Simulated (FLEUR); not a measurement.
## Anisotropy of FePt (c factor at fixed volume 0.94 on the database's cell) with FLEUR

One state of FePt (c factor at fixed volume 0.94 on the database's cell) is converged without symmetry. Force theorems then give its anisotropy.

Program: FLEUR MaX-R8.1. Level of theory: PBE; all-electron FLAPW, Dirac cores, scalar-relativistic bands. Results are calculated unless marked as measured.

## Step 1: Set-up

Symmetry: P4/mmm, No. 123, tetragonal system. Conventional cell: a = 2.809 Å, b = 2.809 Å, c = 3.497 Å, α = 90.00°, β = 90.00°, γ = 90.00°. Fe has 8 Pt at 2.65 Å and 4 Fe at 2.81 Å nearest. Nearest to Pt lie 8 Fe at 2.65 Å and 4 Pt at 2.81 Å. Farther neighbours are not listed.

Structure file:

```xyz
2
Lattice="2.8091 0.0000 0.0000 0.0000 2.8091 0.0000 0.0000 0.0000 3.4968" Properties=species:S:1:pos:R:3 pbc="T T T"
Fe    0.0000    0.0000    0.0000
Pt    1.4045    1.4045    1.7484
```

The cell is strained on purpose: c factor at fixed volume 0.94 on the database's cell.

## Step 2: The magnetic state

The force theorems are single passes in this state's potential, so it has to be converged first.

No symmetry is used, so that later steps may turn the spins freely; k and −k are joined. inpgen writes inp.xml from crystal.txt; cutoffs, mixing, functional, smearing and local orbitals are then set in the file. The k list scf (kpts.xml, not shown) is a Γ-centred 10×10×10 mesh; where the ranks do not divide the number of points, some are split in two of half the weight.

inp.xml

```
<?xml version="1.0" encoding="UTF-8" standalone="no"?>
<fleurInput fleurInputVersion="0.39">
   <comment>
      FePt
   </comment>
   <calculationSetup>
      <cutoffs Kmax="3.6" Gmax="10.8" GmaxXC="10.8" numbands="0"/>
      <scfLoop itmax="110" minDistance="0.00002" maxIterBroyd="15" imix="Anderson" alpha="0.05" precondParam="0.0" spinf="2.0" sdNocoIR="T"/>
      <coreElectrons ctail="F" frcor="F" kcrel="0" coretail_lmax="0"/>
      <xcFunctional name="pbe" relativisticCorrections="F"/>
      <magnetism jspins="2" l_noco="F" l_ss="F">
         <qss>0.0 0.0 0.0</qss>
         <mtNocoParams l_mperp="F" l_mtNocoPot="F" l_relaxSQA="F" mag_mixing_scheme="0" mix_RelaxWeightOffD="1.0" l_constrained="F" mix_constr="1.0"/>
         <sourceFreeMag l_sourceFree="F" l_scaleMag="F" mag_scale="1.0"/>
      </magnetism>
      <soc l_soc="F" theta="0.0" phi="0.0" spav="F"/>
      <expertModes spex="0" secvar="F"/>
      <geometryOptimization l_f="F" forcealpha="1.0" forcemix="BFGS" epsdisp="0.00001" epsforce="0.00001"/>
      <ldaU l_linMix="F" mixParam="0.05" spinf="1.0"/>
   </calculationSetup>
   <cell>
      <bzIntegration valenceElectrons="32.0" mode="hist" fermiSmearingEnergy="0.00183747">
         <kPointListSelection listName="scf"/>
         <xi:include xmlns:xi="http://www.w3.org/2001/XInclude" href="kpts.xml"> </xi:include>
      </bzIntegration>
      <xi:include xmlns:xi="http://www.w3.org/2001/XInclude" href="sym.xml"> </xi:include>
      <bulkLattice scale="1.0">
         <bravaisMatrix>
            <row-1>    5.3083838496525990     0.0000000000000000     0.0000000000000000</row-1>
            <row-2>    0.0000000000000000     5.3083838496525990     0.0000000000000000</row-2>
            <row-3>    0.0000000000000000     0.0000000000000000     6.6079943125012797</row-3>
         </bravaisMatrix>
      </bulkLattice>
   </cell>
   <atomSpecies>
      <species name="Iron (Fe) 2.800" element="Fe" atomicNumber="26">
         <mtSphere radius="2.44" gridPoints="807" logIncrement="0.015"/>
         <atomicCutoffs lmax="10" lnonsphr="8"/>
         <electronConfig flipSpins="F">
            <coreConfig>(1s1/2) (2s1/2) (2p1/2) (2p3/2)</coreConfig>
            <valenceConfig>(3s1/2) (3p1/2) (3p3/2) (4s1/2) (3d3/2) (3d5/2)</valenceConfig>
            <stateOccupation state="(3d3/2)" spinUp="1.4" spinDown="1.0"/>
            <stateOccupation state="(3d5/2)" spinUp="3.0" spinDown="0.6"/>
         </electronConfig>
         <energyParameters s="4" p="4" d="3" f="4"/>
         <lo type="SCLO" l="0" n="3" eDeriv="0"/>
         <lo type="SCLO" l="1" n="3" eDeriv="0"/>
      </species>
      <species name="Platinum (Pt)" element="Pt" atomicNumber="78">
         <mtSphere radius="2.44" gridPoints="807" logIncrement="0.017"/>
         <atomicCutoffs lmax="10" lnonsphr="8"/>
         <electronConfig flipSpins="F">
            <coreConfig>(1s1/2) (2s1/2) (2p1/2) (2p3/2) (3s1/2) (3p1/2) (3p3/2) (4s1/2) (3d3/2) (3d5/2) (4p1/2) (4p3/2) (5s1/2) (4d3/2) (4d5/2) (4f5/2) (4f7/2)</coreConfig>
            <valenceConfig>(5p1/2) (5p3/2) (6s1/2) (5d3/2) (5d5/2)</valenceConfig>
            <stateOccupation state="(6s1/2)" spinUp="0.500000" spinDown="0.500000"/>
            <stateOccupation state="(5d3/2)" spinUp="1.800000" spinDown="1.800000"/>
            <stateOccupation state="(5d5/2)" spinUp="2.700000" spinDown="2.700000"/>
         </electronConfig>
         <energyParameters s="6" p="6" d="5" f="5"/>
         <lo type="SCLO" l="1" n="5" eDeriv="0"/>
      </species>
   </atomSpecies>
   <atomGroups>
      <atomGroup species="Iron (Fe) 2.800">
         <relPos label="                   1">.0000000000 .0000000000 .0000000000</relPos>
         <force calculate="T" relaxXYZ="TTT"/>
         <nocoParams  alpha="0.0" beta="0.0"/>
      </atomGroup>
      <atomGroup species="Platinum (Pt)">
         <relPos label="                   2">1.000/2.000 1.000/2.000 1.000/2.000</relPos>
         <force calculate="T" relaxXYZ="TTT"/>
         <nocoParams  alpha="0.0" beta="0.0"/>
      </atomGroup>
   </atomGroups>
   <output dos="F" band="F" slice="F">
      <bandDOS minEnergy="-.5*Htr" maxEnergy="0.5*Htr" sigma="0.015" storeEVData="T"/>
      <plotting iplot="0" polar="F">
         <plot TwoD="T" vec1="  1.0  0.0  0.0" vec2="  0.0  1.0  0.0" vec3="  0.0  0.0  1.0" zero="  0.0  0.0  0.0" file="plot"/>
      </plotting>
      <moessbauerParams electricFieldGradient="F" isomerShift="F" coreHyperfine="F" valenceHyperfine="F"/>
   </output>
</fleurInput>
```

crystal.txt

```
FePt
&input film=F cartesian=F /
2.80907576000  0.00000000000  0.00000000000
0.00000000000  2.80907576000  0.00000000000
0.00000000000  0.00000000000  3.49680000000
1.8897261246
1.0 1.0 1.0

2
26 0.00000000000  0.00000000000  0.00000000000 : 2.800
78 0.50000000000  0.50000000000  0.50000000000

&kpt div1=10 div2=10 div3=10 gamma=T /
```

Run with:

```bash
> OMP_NUM_THREADS=1 inpgen -f crystal.txt -nosym -noco > inpgen.log  # inp.xml is then edited as shown
> OMP_NUM_THREADS=1 mpirun -n 4 fleur_MPI > fleur.log
```

The log of the run:

```text
Welcome to FLEUR        (www.flapw.de)
      MaX-Release 8.1          (www.max-centre.eu)

 ========== k-point set info ==========
 Selected k-point list: scf
 k-point list type: mesh
 0 x 0 x 0
 Number of k points: 504

 ------------Calculation Setup---------------------------
 Number of MPI-tasks      :            4
 Number of PE/node        :            4
 Number of OMP-threads    :            1
 k-points in parallel     :            4
 pe's per k-point         :            1
 No of k-point loops      :          126
 Eigenvalue solver        :       lapack
 Number of basis functions:          180
 Approximate size of matrices (H+S) per k-point:         0.001 GB
 --------------------------------------------------------
 Complex matrix made real
 Complex matrix made real
 Iteration:     1   Distance:      38.84224807 me/bohr^3
 Iteration:     2   Distance:      16.66686898 me/bohr^3
 Iteration:     3   Distance:      12.80920625 me/bohr^3
 Iteration:     4   Distance:       9.29524091 me/bohr^3
 Iteration:     5   Distance:       8.28995261 me/bohr^3
 Iteration:     6   Distance:       9.25424684 me/bohr^3
 Iteration:     7   Distance:       3.61078500 me/bohr^3
 Iteration:     8   Distance:       3.08627884 me/bohr^3
 Iteration:     9   Distance:       0.99012613 me/bohr^3
 Iteration:    10   Distance:       1.08275876 me/bohr^3
 Iteration:    11   Distance:       0.62363017 me/bohr^3
 Iteration:    12   Distance:       0.11194944 me/bohr^3
 Iteration:    13   Distance:       0.06665366 me/bohr^3
 Iteration:    14   Distance:       0.01899186 me/bohr^3
 Iteration:    15   Distance:       0.00645548 me/bohr^3
 Iteration:    16   Distance:       0.00471330 me/bohr^3
 Iteration:    17   Distance:       0.00416943 me/bohr^3
 Iteration:    18   Distance:       0.00138344 me/bohr^3
 Iteration:    19   Distance:       0.00057146 me/bohr^3
 Iteration:    20   Distance:       0.00040635 me/bohr^3
 Iteration:    21   Distance:       0.00026350 me/bohr^3
 Iteration:    22   Distance:       0.00011201 me/bohr^3
 Iteration:    23   Distance:       0.00001376 me/bohr^3

 ********************************************************************
 Run finished successfully
 Stop message:
   all done
 ********************************************************************

--- out.xml (last complete iteration) ---
<iteration numberForCurrentRun="   23" overallNumber="   23">
         [... left out ...]
         <bandgap value="0.0004722729" units="eV"/>
         <sumValenceSingleParticleEnergies value="-18.3363828120" units="Htr"/>
         <FermiEnergy value="0.4297480977" units="Htr"/>
         <valenceDensity>
            <mtCharges spin="1">
               <mtCharge atomType="1" total="9.0724382" s="1.2202085" p="3.2294410" d="4.5886434" f="0.0252071"/>
               <mtCharge atomType="2" total="7.4181050" s="0.2438937" p="3.1572710" d="3.9891863" f="0.0215789"/>
            </mtCharges>
            <mtCharges spin="2">
               <mtCharge atomType="1" total="6.0617208" s="1.2061498" p="3.2325499" d="1.5909199" f="0.0238695"/>
               <mtCharge atomType="2" total="6.9562758" s="0.2623127" p="3.1902540" d="3.4820701" f="0.0172352"/>
            </mtCharges>
            <spinDependentCharge spin="1" total="17.7072245" interstitial="1.2166812" mtSpheres="16.4905433"/>
            <spinDependentCharge spin="2" total="14.2927755" interstitial="1.2747789" mtSpheres="13.0179966"/>
            <totalCharge value="32.0000000000"/>
         </valenceDensity>
         [... left out ...]
         <allElectronCharges>
            <spinDependentCharge spin="1" total="53.7072245" interstitial="1.2174217" mtSpheres="52.4898028"/>
            <spinDependentCharge spin="2" total="50.2927755" interstitial="1.2755229" mtSpheres="49.0172527"/>
            <totalCharge value="104.0000000076"/>
         </allElectronCharges>
         <magneticMomentsInMTSpheres units="muBohr">
            <globalMagMoment atomType="1" vec="0.00000   0.00000   3.01072"/>
            <localMagMoment atomType="1" vec="0.00000   0.00000   3.01072"/>
            <globalMagMoment atomType="2" vec="0.00000   0.00000   0.46183"/>
            <localMagMoment atomType="2" vec="0.00000   0.00000   0.46183"/>
         </magneticMomentsInMTSpheres>
         <moessbauerParams unitsHFF="kG" unitsIS="e/bohr^3" unitsEFG="Htr/bohr^2">
         </moessbauerParams>
         <totalEnergy value="   -19719.5460414170" units="Htr">
            <sumOfEigenvalues value="   -12061.5594767151">
               <coreElectrons value="-12043.2230939030"/>
               <valenceElectrons value="-18.3363828120"/>
            </sumOfEigenvalues>
            <densityCoulombPotentialIntegral value="-33922.3471255292"/>
            <densityEffectivePotentialIntegral value="-34462.6333022858"/>
            <chargeDenXCDenIntegral value="-413.3014118267"/>
            <FockExchangeEnergyValence value="0.0000000000"/>
            <FockExchangeEnergyCore value="0.0000000000"/>
            <atomTypeDependentContributions atomType="1">
               <electronNucleiInteractionDifferentMTs value="1521.2654637275"/>
               <MadelungTerm value="-10.0593016193"/>
            </atomTypeDependentContributions>
            <atomTypeDependentContributions atomType="2">
               <electronNucleiInteractionDifferentMTs value="23173.7316501930"/>
               <MadelungTerm value="-41.0884768566"/>
            </atomTypeDependentContributions>
            <tkbTimesEntropy value="0.0004146403"/>
            <freeEnergy value="-19719.5464560573"/>
            <extrapolationTo0K value="-19719.5462487372"/>
         </totalEnergy>
         <densityConvergence units="me/bohr^3">
            <chargeDensity spin="1" distance="0.0000074482"/>
            <chargeDensity spin="2" distance="0.0000092456"/>
            <overallChargeDensity distance="0.0000137610"/>
            <spinDensity distance="0.0000096203"/>
         </densityConvergence>
      </iteration>
```

Elapsed: 3.7 min, on 4 MPI ranks of Arm Neoverse V2, shared host; peak memory 0.61 GiB; 15 min of CPU time.

Numbers from this step:

| Item | Value |
| --- | --- |
| free energy | -536596.1952 eV |
| program's band gap on this mesh (in a metal only a level spacing) | 4.72e-4 eV |
| magnetization | 3.414 μB |
| final state | ferromagnetic |
| largest moment | 3.011 μB |

After 23 cycles the largest moment stands at 3.01 μB.

## Step 3: Anisotropy by the force theorem, rung 1

Anisotropy is a small difference, so it is taken from sums over occupied states at a frozen potential, where most errors cancel.

One pass with spin–orbit coupling for each direction, from the saved density. Inversion lets half of the mesh serve, which the program's warning doesn't know. The k list mae (kpts.xml, not shown) is a Γ-centred 14×14×11 mesh.

Changes to inp.xml since step 2:

```diff
@@ -6,4 +6,4 @@
    <calculationSetup>
-      <cutoffs Kmax="3.6" Gmax="10.8" GmaxXC="10.8" numbands="0"/>
-      <scfLoop itmax="110" minDistance="0.00002" maxIterBroyd="15" imix="Anderson" alpha="0.05" precondParam="0.0" spinf="2.0" sdNocoIR="T"/>
+      <cutoffs Kmax="3.6" Gmax="10.8" GmaxXC="10.8" numbands="72"/>
+      <scfLoop itmax="1" minDistance="0.00002" maxIterBroyd="15" imix="Anderson" alpha="0.05" precondParam="0.0" spinf="2.0" sdNocoIR="T"/>
       <coreElectrons ctail="F" frcor="F" kcrel="0" coretail_lmax="0"/>
@@ -15,3 +15,3 @@
       </magnetism>
-      <soc l_soc="F" theta="0.0" phi="0.0" spav="F"/>
+      <soc l_soc="T" theta="0.0" phi="0.0" spav="F"/>
       <expertModes spex="0" secvar="F"/>
@@ -22,3 +22,3 @@
       <bzIntegration valenceElectrons="32.0" mode="hist" fermiSmearingEnergy="0.00183747">
-         <kPointListSelection listName="scf"/>
+         <kPointListSelection listName="mae"/>
          <xi:include xmlns:xi="http://www.w3.org/2001/XInclude" href="kpts.xml"> </xi:include>
@@ -81,2 +81,5 @@
    </output>
+   <forceTheorem>
+      <MAE theta="0.0 1.5707963 1.5707963 0.7853982" phi="0.0 0.0 0.7853982 0.0"/>
+   </forceTheorem>
 </fleurInput>
```

Run with:

```bash
> OMP_NUM_THREADS=1 mpirun -n 4 fleur_MPI -warn_only > fleur.log
```

The log of the run:

```text
[banner, memory and clock lines left out]
Welcome to FLEUR        (www.flapw.de)
      MaX-Release 8.1          (www.max-centre.eu)
************FLEUR-Warning*****************
Error message: k-point set is not compatible to missing time-reversal symmetry in calculation.
Error occurred in subroutine: gen_bz
Error from PE:0/4
Other PEs with error messages:
     2-k-point set is not compatible to missing time-reversal symmetry in calculation.
     3-k-point set is not compatible to missing time-reversal symmetry in calculation.
*****************************************

 ========== k-point set info ==========
 Selected k-point list: mae
 k-point list type: mesh
 0 x 0 x 0
 Number of k points: 1080

 [... set-up left out ...]
 ********************************************************************
 Run finished successfully
 Stop message:
   Forcetheorem MAE
 ********************************************************************

--- out.xml (force theorem) ---
<Forcetheorem_MAE Angles="4" units="Htr">
            <Angle theta="0.0000000" phi="0.0000000" ev-sum="-18.382136251"/>
            <Angle theta="1.5707963" phi="0.0000000" ev-sum="-18.382092421"/>
            <Angle theta="1.5707963" phi="0.7853982" ev-sum="-18.382093942"/>
            <Angle theta="0.7853982" phi="0.0000000" ev-sum="-18.382115289"/>
         </Forcetheorem_MAE>
```

Wall time 98 s (4 MPI ranks); peak memory 1.2 GiB.

Anisotropy energies, by row:

```
                              axis       x       y       z  band energy less the first axis' (meV a cell)
                             [001]       0       0       1                                              0
                             [100]       1       0       0                                          1.193
                             [110]  0.7071  0.7071       0                                          1.151
45 degrees from [001] toward [100]  0.7071       0  0.7071                                         0.5704
```

Indices are those of the standard conventional cell; x, y, z give the same directions in the axes of the input.

## Step 4: Energy against the direction of the moments, rung 2

A second rung shows how far the first can be trusted.

The k list mae (kpts.xml, not shown) is a Γ-centred 20×20×16 mesh.

inp.xml is that of step 3.

The log of the run:

```text
[banner, memory and clock lines left out]
Welcome to FLEUR        (www.flapw.de)
      MaX-Release 8.1          (www.max-centre.eu)
************FLEUR-Warning*****************
Error message: k-point set is not compatible to missing time-reversal symmetry in calculation.
Error occurred in subroutine: gen_bz
Error from PE:1/4
*****************************************
************FLEUR-Warning*****************
Error message: k-point set is not compatible to missing time-reversal symmetry in calculation.
Error occurred in subroutine: gen_bz
Error from PE:0/4
[...]
k-point list type: mesh
 0 x 0 x 0
 Number of k points: 3204

 [... set-up left out ...]
 ********************************************************************
 Run finished successfully
 Stop message:
   Forcetheorem MAE
 ********************************************************************

--- out.xml (force theorem) ---
<Forcetheorem_MAE Angles="4" units="Htr">
            <Angle theta="0.0000000" phi="0.0000000" ev-sum="-18.382096651"/>
            <Angle theta="1.5707963" phi="0.0000000" ev-sum="-18.382078057"/>
            <Angle theta="1.5707963" phi="0.7853982" ev-sum="-18.382075561"/>
            <Angle theta="0.7853982" phi="0.0000000" ev-sum="-18.382085763"/>
         </Forcetheorem_MAE>
```

The job ended after 4.7 min (4 MPI ranks; peak memory 3 GiB; 19 min of CPU time).

Anisotropy energies, by row:

```
                              axis       x       y       z  band energy less the first axis' (meV a cell)
                             [001]       0       0       1                                              0
                             [100]       1       0       0                                          0.506
                             [110]  0.7071  0.7071       0                                         0.5739
45 degrees from [001] toward [100]  0.7071       0  0.7071                                         0.2963
```

(Continued in part 2 of 2.)

[Logs and program files are shortened in this print: banners, set-up blocks, solver, clock and traceback lines can be left out without a mark of their own.]

[Logs are printed without paths, hosts, clocks, repeated set-up lines and the standing remarks that a program may print on its own settings, such as how far it seeks lower states.]

[Hosts, paths, dates, database ids (printed as entryN), source tags and the programs' standing remarks are cut or masked in the printed files.]

[Where a cell is said to come from a database of computed structures, the database is the Materials Project.]
